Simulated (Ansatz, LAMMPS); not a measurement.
# Structural relaxation of ionic liquid triethylsulfonium TFSI- with water, from a frame at 300 K (120 atoms), part 3 of 4

Aim: bring ionic liquid triethylsulfonium TFSI- with water, from a frame at 300 K (120 atoms) to a nearby minimum of the energy and see what moves.

Ansatz 0.2.0; Kohn-Sham DFT, PBE+D3(BJ), PAW (set soft_2), plane waves.

The cell: 24 C, 9 S, 51 H, 3 N, 15 O and 18 F. The network of contacts between molecules at the start is that of the classical potential that made the cell. The density was typed from a rule of thumb and may lie off the real one at this temperature. The Brillouin zone is sampled at Γ only, in a cell whose shortest periodic width is 11 Å.

So far, density (g/cm³): step 5 (distances and neighbours after relaxation) 1.54.

## (6) Single point at the relaxed geometry

The electronic structure is read at the final geometry, in a run of its own.

Contents of input.yaml:

```yaml
crystal:
  lattice:
    - [11.06223, 0.0, 0.0]
    - [0.0, 11.06223, 0.0]
    - [0.0, 0.0, 11.06223]
  atoms:
    - { symbol: C, position: [0.20118, 0.38291, 0.008] }
    - { symbol: C, position: [0.09571, 0.45241, 0.06131] }
    - { symbol: S, position: [0.00359, 0.51781, 0.9417] }
    - { symbol: C, position: [0.92441, 0.63938, 0.01941] }
    - { symbol: C, position: [0.85607, 0.59172, 0.1287] }
    - { symbol: C, position: [0.11422, 0.5998, 0.85164] }
    - { symbol: C, position: [0.05273, 0.68183, 0.76023] }
    - { symbol: H, position: [0.17453, 0.32326, 0.93363] }
    - { symbol: H, position: [0.27217, 0.44316, 0.9754] }
    - { symbol: H, position: [0.23935, 0.32661, 0.07985] }
    - { symbol: H, position: [0.03378, 0.39261, 0.1104] }
    - { symbol: H, position: [0.12489, 0.52564, 0.12116] }
    - { symbol: H, position: [0.99186, 0.70736, 0.04482] }
    - { symbol: H, position: [0.86269, 0.67492, 0.95051] }
    - { symbol: H, position: [0.79337, 0.51911, 0.10393] }
    - { symbol: H, position: [0.80307, 0.66628, 0.16703] }
    - { symbol: H, position: [0.91821, 0.55927, 0.19869] }
    - { symbol: H, position: [0.17349, 0.6493, 0.91391] }
    - { symbol: H, position: [0.16643, 0.52828, 0.8067] }
    - { symbol: H, position: [0.00815, 0.75937, 0.80266] }
    - { symbol: H, position: [0.98603, 0.63223, 0.70641] }
    - { symbol: H, position: [0.12178, 0.71743, 0.6988] }
    - { symbol: C, position: [0.47656, 0.16034, 0.13734] }
    - { symbol: C, position: [0.55963, 0.12369, 0.03426] }
    - { symbol: S, position: [0.67776, 0.02183, 0.08521] }
    - { symbol: C, position: [0.76338, 0.11087, 0.19419] }
    - { symbol: C, position: [0.80183, 0.23594, 0.15337] }
    - { symbol: C, position: [0.77821, 0.01774, 0.95507] }
    - { symbol: C, position: [0.73071, 0.93617, 0.85523] }
    - { symbol: H, position: [0.43019, 0.08272, 0.17786] }
    - { symbol: H, position: [0.40754, 0.22021, 0.09908] }
    - { symbol: H, position: [0.52426, 0.21084, 0.20815] }
    - { symbol: H, position: [0.60371, 0.2015, 0.99154] }
    - { symbol: H, position: [0.51108, 0.0721, 0.96425] }
    - { symbol: H, position: [0.84096, 0.05263, 0.21533] }
    - { symbol: H, position: [0.70563, 0.11324, 0.27485] }
    - { symbol: H, position: [0.86171, 0.23237, 0.07459] }
    - { symbol: H, position: [0.72484, 0.29417, 0.13129] }
    - { symbol: H, position: [0.85243, 0.27697, 0.22819] }
    - { symbol: H, position: [0.79015, 0.11117, 0.92438] }
    - { symbol: H, position: [0.86376, 0.98481, 0.99283] }
    - { symbol: H, position: [0.7938, 0.94276, 0.77884] }
    - { symbol: H, position: [0.64057, 0.96321, 0.82425] }
    - { symbol: H, position: [0.72635, 0.84159, 0.88443] }
    - { symbol: C, position: [0.61186, 0.46939, 0.34785] }
    - { symbol: C, position: [0.59699, 0.56197, 0.44855] }
    - { symbol: S, position: [0.70433, 0.6849, 0.43125] }
    - { symbol: C, position: [0.84716, 0.61278, 0.47033] }
    - { symbol: C, position: [0.95353, 0.69704, 0.44951] }
    - { symbol: C, position: [0.67675, 0.779, 0.56387] }
    - { symbol: C, position: [0.55357, 0.83952, 0.5588] }
    - { symbol: H, position: [0.69423, 0.41523, 0.35806] }
    - { symbol: H, position: [0.53378, 0.4085, 0.3523] }
    - { symbol: H, position: [0.61147, 0.51183, 0.25823] }
    - { symbol: H, position: [0.50661, 0.603, 0.44448] }
    - { symbol: H, position: [0.60922, 0.52375, 0.53935] }
    - { symbol: H, position: [0.83788, 0.58274, 0.56444] }
    - { symbol: H, position: [0.85155, 0.53219, 0.41264] }
    - { symbol: H, position: [0.03777, 0.64764, 0.46771] }
    - { symbol: H, position: [0.9579, 0.72929, 0.35586] }
    - { symbol: H, position: [0.95106, 0.77579, 0.50957] }
    - { symbol: H, position: [0.68766, 0.71966, 0.64268] }
    - { symbol: H, position: [0.75079, 0.84527, 0.56199] }
    - { symbol: H, position: [0.47977, 0.77353, 0.55649] }
    - { symbol: H, position: [0.54495, 0.89978, 0.48056] }
    - { symbol: H, position: [0.54079, 0.89336, 0.64114] }
    - { symbol: "N", position: [0.24014, 0.94012, 0.16735] }
    - { symbol: S, position: [0.11878, 0.01406, 0.1481] }
    - { symbol: O, position: [0.12919, 0.12876, 0.21051] }
    - { symbol: O, position: [0.00673, 0.94574, 0.15926] }
    - { symbol: C, position: [0.12559, 0.05341, 0.98374] }
    - { symbol: F, position: [0.10649, 0.95278, 0.91802] }
    - { symbol: F, position: [0.23332, 0.10038, 0.95649] }
    - { symbol: F, position: [0.03868, 0.13478, 0.95626] }
    - { symbol: S, position: [0.25823, 0.80281, 0.12921] }
    - { symbol: O, position: [0.16093, 0.72037, 0.16116] }
    - { symbol: O, position: [0.31084, 0.78896, 0.00898] }
    - { symbol: C, position: [0.38429, 0.76542, 0.23575] }
    [... 36 atom lines left out ...]
    - { symbol: O, position: [0.4162, 0.95364, 0.82428] }
    - { symbol: H, position: [0.37733, 0.8975, 0.88022] }
    - { symbol: H, position: [0.34938, 0.9987, 0.78874] }
    - { symbol: O, position: [0.31208, 0.52731, 0.46602] }
    - { symbol: H, position: [0.31924, 0.48438, 0.54275] }
    - { symbol: H, position: [0.269, 0.46957, 0.41354] }
kpoints:
  mp_grid: { grid: [1, 1, 1] }
hamiltonian:
  xc: pbe
  dispersion: d3bj
scf:
  occupations: { method: fermi_dirac, width: 0.05 }
output:
  forces: true
  stress: true
  populations: true
  dos:
    method: { smearing: { sigma: 0.08 } }
    de: 0.1
    projected: { site_lists: { C: [C], F: [F], H: [H], "N": ["N"], O: [O] } }
  eigenvalues: true
  write_density: true
  write_potential: true
  volumetric_format: npy
  elf: true
```

Run with:

```
> ansatz run input.yaml --threads 4 --pin off --max-ram 8192MiB --backend cpu --events-out ev --progress --plain --runs-dir out
```

Numbers of over 12 decimals in the logs are rounded to 6 here.

Output:

```text
[...]
Crystal: 120 atoms, lattice volume = 1353.718 Å³
Basis set: ecut = 420 eV, 26529 PW (Γ), exchange–correlation on 150×150×150 points (8 copies of the dense FFT grid, shifted against one another)
Bands: 336, of which v1, the nominal top of the filled ones, is band 216 counted from 1 (215 counted from 0)
Symmetry: 1 space group operations
[...]
k-points: 1
[...]
SCF iter   1: F=—  HF=-39159.465587 eV  |F-HF|=—  |Δ(HF+E_count)|=         —  Δρ=5.48e-3  dr2=4.37e-1  ethr=1.77e-3  ⟨swp⟩=6.0  Hψ=1575  notcnv=0  defer=26
[...]
SCF iter  10: F=-39159.348194 eV  HF=-39159.348194 eV  |F-HF|=4.30e-9  |Δ(HF+E_count)|=   3.34e-8  Δρ=1.39e-6  dr2=2.62e-8  ethr=2.31e-11  ⟨swp⟩=20.0  Hψ=2989  notcnv=0
SCF 1 converged in 10 iterations: F = -39159.348194 eV  dr2 = 2.62e-8
[...]
WARN: The input density's exchange-correlation potential varies sharply where the density is thin. Do not read a vacuum level from v_tot or v_xc, or from such a field of the output density. On a cell that repeats whose density bears no net charge and no dipole along the vacuum's axis use v_es (v_loc + v_h of the components); [...]
SCF converged after 10 iterations
Free energy (F): -39159.348194 eV
[...]
Internal energy: -39159.348194 eV  (E = F + TS)
E sigma→0 (E₀):  -39159.348194 eV
Fermi energy:    2.447928 eV
[...]
--- Forces (eV/Å), atoms counted from 1 ---
  atom   1  C     -0.00076703    -0.00094523    -0.00105101
  atom   2  C     -0.00018697    -0.00155833     0.00173049
  atom   3  S     -0.00012637     0.00105440     0.00071056
  atom   4  C      0.00107953    -0.00148031     0.00093706
  atom   5  C      0.00205669    -0.00249017     0.00040551
  atom   6  C      0.00232599     0.00025348     0.00020177
  atom   7  C     -0.00208009    -0.00060953     0.00246684
  atom   8  H      0.00048486    -0.00027776     0.00085990
  atom   9  H      0.00048766     0.00064807     0.00007003
  atom  10  H      0.00013102     0.00055714     0.00038470
  atom  11  H      0.00069834     0.00133481    -0.00142187
  atom  12  H     -0.00019895    -0.00055415    -0.00016418
  atom  13  H     -0.00061929     0.00003125    -0.00039271
  atom  14  H     -0.00054789     0.00061860    -0.00083506
[...]
atom 119  H     -0.00107072     0.00378936    -0.00574020
  atom 120  H      0.00132978     0.00281092     0.00201796
  max |Σ_I F_I| component: 1.85e-4 eV/Å
--- Stress (GPa, compression-positive) ---
        0.016906      -0.086711      -0.031972
       -0.086711       0.032741       0.021165
       -0.031973       0.021165       0.216257
  P = ⅓ Tr σ = 0.0886 GPa (0.886 kbar)
--- Band table (eV) ---
[...]
--- Löwdin populations: 120 sites ---
  site symbol       q [e]
     0      C      4.4483
     1      C      4.3463
     2      S      5.2177
[...]
119      H      0.6104
  spilling = 0.015171 (of n_electrons = 432.000000)
```

Elapsed: 16 s, on 4 threads of Arm Neoverse V2, shared host; peak memory 1.6 GiB.

The program notes that the exchange-correlation potential is rough where the density is thin.

The run gave:

```
free energy                                      : -39159.3482 eV
free energy per atom                             : -326.3279 eV/atom
SCF cycles                                       : 10
pressure                                         : 0.08864 GPa
r.m.s. force component                           : 0.0028 eV/Å
longest force                                    : 0.02082 eV/Å
Fermi energy                                     : 2.448 eV
gap (highest filled to lowest empty level) : 4.731 eV
spilling of the projection                       : 0.01517
```

Löwdin charges by element and coordination (they lack the spilled electrons, 0.055 e an atom on average):

| element | coordination | atoms | mean charge (e) | spread | least | most |
| --- | --- | --- | --- | --- | --- | --- |
| C | all | 24 | -0.134 | 0.466 | -0.464 | 0.681 |
| F | all | 18 | -0.211 | 0.0104 | -0.228 | -0.191 |
| H | all | 51 | 0.234 | 0.0617 | 0.182 | 0.408 |
| N | all | 3 | -0.905 | 0.0059 | -0.913 | -0.899 |
| O | all | 15 | -0.734 | 0.0138 | -0.758 | -0.702 |
| O | 1 | 12 | -0.735 | 0.0097 | -0.753 | -0.718 |
| O | 2 | 3 | -0.728 | 0.0232 | -0.758 | -0.702 |
| S | all | 9 | 1.71 | 0.662 | 0.763 | 2.19 |
| S | 3 | 3 | 0.773 | 0.0078 | 0.763 | 0.782 |
| S | 4 | 6 | 2.18 | 0.0086 | 2.16 | 2.19 |

Density of states as counts of states in windows of 1 eV (from the Fermi level), total and the larger projections:

| from (eV) | to (eV) | total | C p | O p | F p | H s |
| --- | --- | --- | --- | --- | --- | --- |
| -10 | -9 | 8.5 | 0.4 | 3.5 | 0.9 | 0.5 |
| -9 | -8 | 34.0 | 11.2 | 6.7 | 3.6 | 5.1 |
| -8 | -7 | 54.1 | 7.5 | 8.1 | 28.4 | 3.2 |
| -7 | -6 | 56.1 | 14.1 | 3.3 | 31.0 | 4.7 |
| -6 | -5 | 36.0 | 13.7 | 7.2 | 2.3 | 8.4 |
| -5 | -4 | 40.4 | 6.9 | 21.0 | 1.0 | 4.4 |
| -4 | -3 | 23.9 | 1.8 | 13.6 | 1.8 | 0.5 |
| -3 | -2 | 10.9 | 0.2 | 8.0 | 0.1 | 0.0 |
| -2 | 2 | 0.0 | 0.0 | 0.0 | 0.0 | 0.0 |
| 2 | 3 | 13.6 | 3.2 | 0.2 | 0.1 | 1.2 |
| 3 | 4 | 21.0 | 3.5 | 2.1 | 0.9 | 2.2 |
| 4 | 5 | 35.8 | 6.7 | 3.1 | 1.6 | 5.1 |

The curve was stored every 0.10 eV, coarse against its broadening of 0.08 eV, so these counts are rough.

Between -26 and -10 eV lie 132 more states.

About 36 of the 432 electrons lie in deeper levels, below the stored range.

Not all projections were asked for or kept, so they needn't add up to the total.

The levels nearest the highest filled one (over half full), pooled over k-points and spins:

| level less the highest filled one (eV) | occupation |
| --- | --- |
| -0.641 | 2 |
| -0.593 | 2 |
| -0.577 | 2 |
| -0.532 | 2 |
| -0.341 | 2 |
| 0 | 2 |
| 4.73 | 0 |
| 4.84 | 0 |
| 4.87 | 0 |
| 5.02 | 0 |
| 5.09 | 0 |
| 5.11 | 0 |

Electrostatic potential energy in the bc plane at fractional x = 0.114, with atoms of C and H and S and O and F within 0.2 Å of it. With pseudopotentials it is smooth inside the atoms' cores, unlike the true potential.

Ten even steps from '_' (-42 eV) to '@' (7 eV), each cell a mean:
```
..____--##@@@@@@@@@@@@@@%%%%%%%%%%%%@@@@@@@@@@@@@@@@@@@@##==--
::====**%%@@@@@@@@@@@@@@@@@@%%%%%%%%####%%@@@@@@@@@@@@%%::____
**%%%%%%@@@@@@@@@@@@@@@@@@@@@@%%%%==....**%%@@@@@@@@@@@@==....
@@@@@@@@@@@@@@@@@@@@@@@@@@@@@@%%##::____--%%@@@@@@@@@@@@@@%%%%
@@@@@@@@@@@@@@@@@@@@@@@@@@@@@@@@%%**----**##%%@@@@@@@@@@@@@@@@
@@@@@@@@@@@@@@@@@@@@@@@@@@@@@@@@@@%%%%%%##**##%%@@@@@@@@@@@@@@
%%%%##%%@@@@@@@@@@@@@@@@@@@@@@@@@@@@@@@@%%++--**@@@@@@@@@@@@@@
++----**%%@@@@@@@@@@@@@@@@@@@@@@@@@@@@@@@@**--**@@@@@@@@@@@@%%
..____::##@@@@@@@@@@@@@@@@@@@@@@@@@@@@@@@@@@@@@@@@@@@@@@@@%%**
______::**%%@@@@@@@@@@@@@@@@@@@@@@@@@@@@@@@@@@@@@@@@@@@@@@%%++
==----++++==##@@@@@@@@@@@@@@@@@@@@@@@@@@@@@@@@@@@@@@@@@@%%%%##
####%%%%**==##@@@@@@@@@@@@@@@@@@@@@@@@@@@@@@@@@@@@@@@@%%%%####
%%@@@@@@@@@@@@@@@@@@@@@@@@@@@@@@@@@@@@@@@@@@@@@@@@@@@@##====##
@@@@@@@@@@@@@@@@@@@@@@@@@@@@@@@@@@@@@@@@@@@@@@@@@@@@%%::____++
@@@@@@@@@@@@@@@@@@@@**==%%@@@@@@@@@@@@@@@@@@@@@@@@@@@@--__..##
@@@@@@@@@@@@@@@@@@%%==::**@@@@@@@@@@@@@@@@@@@@@@@@@@@@@@%%%%@@
@@@@@@@@@@@@@@@@@@@@%%##%%@@@@@@@@@@@@@@@@@@@@@@@@@@@@@@@@@@@@
%%%%%%**++##@@@@@@@@@@@@@@@@@@@@@@@@@@@@@@@@@@@@@@@@@@@@@@@@@@
==++==____::%%@@@@@@@@@@@@@@@@@@@@@@@@@@@@@@%%@@@@@@@@@@@@%%++
____......++@@@@@@@@@@@@@@@@@@@@%%@@@@@@@@**==**@@@@@@@@%%++..
..__::**##@@@@@@@@@@@@@@@@%%%%**::**@@@@@@##==**@@@@@@@@%%==__
..::++%%@@@@@@@@@@@@@@@@##::..----##@@@@@@@@@@@@@@@@@@@@%%**--
**++**##%%@@@@@@@@@@@@%%++____..##@@@@@@@@@@@@@@@@@@@@@@@@%%##
--____==%%@@@@@@@@@@@@%%##==--**%%@@@@@@@@@@@@@@@@@@@@@@@@%%##
```
Columns run along b (11.1 Å; values clipped at the 3rd and 97th percentile), rows up along c (11.1 Å). Atoms in or near the plane, at fractional coordinates: C at (0.60, 0.85), H at (0.53, 0.12), H at (0.72, 0.70), S at (0.01, 0.15), O at (0.13, 0.21), C at (0.05, 0.98), F at (0.95, 0.92), F at (0.92, 0.41), H at (0.35, 0.36).

Valence density in the bc plane at fractional x = 0.114, with atoms of C and H and S and O and F within 0.2 Å of it. It is the smooth field of the valence electrons, not physical close to the nuclei.

Ten steps, logarithmic in the rise over the least value, from '0' (0.00 × 1e0 e/Å³) to '9' (9.77 × 1e0 e/Å³), each cell a mean:
```
6665431011233333222211000002576
6544321001221112334432100014799
5322110000110012355653100003698
2100000000000012456653210001344
0111000000000012455554321000001
1233200000000001233445431000000
2454310000000000001245642000001
4565310000000000000124531000012
4555321000000000000011210000123
5445443200000000000000000001124
5545565310000000000000000001234
4334565310000000000000000012344
2112333200000000000010000025664
2100111000111000000000000148996
2000000002443100000000000147985
1000000013565310000000000013442
0112211012454310000000000000110
2246652111233100000001110000011
4568874100111000000013432101123
4567863100001112210135664111245
3455431000012345531135653211345
5543210000124566541113332101234
5553100000135665421001110000123
5664321001234554321000000000123
```
Columns run along b (11.1 Å), rows up along c (11.1 Å). Atoms in or near the plane, at fractional coordinates: C at (0.60, 0.85), H at (0.53, 0.12), H at (0.72, 0.70), S at (0.01, 0.15), O at (0.13, 0.21), C at (0.05, 0.98), F at (0.95, 0.92), F at (0.92, 0.41), H at (0.35, 0.36).

Mean Löwdin charges: C -0.13, F -0.21, H +0.23, N -0.91, O -0.73, S +1.71 e (they miss 1.5 % of the electrons, so they add up to more than the cell's charge).

(Part 3 of 4 ends here.)

[Logs are printed without paths, hosts, clocks, repeated set-up lines and the standing remarks that a program may print on its own settings, such as how far it seeks lower states.]

[Hosts, paths, dates, database ids (printed as entryN), source tags and the programs' standing remarks are cut or masked in the printed files.]
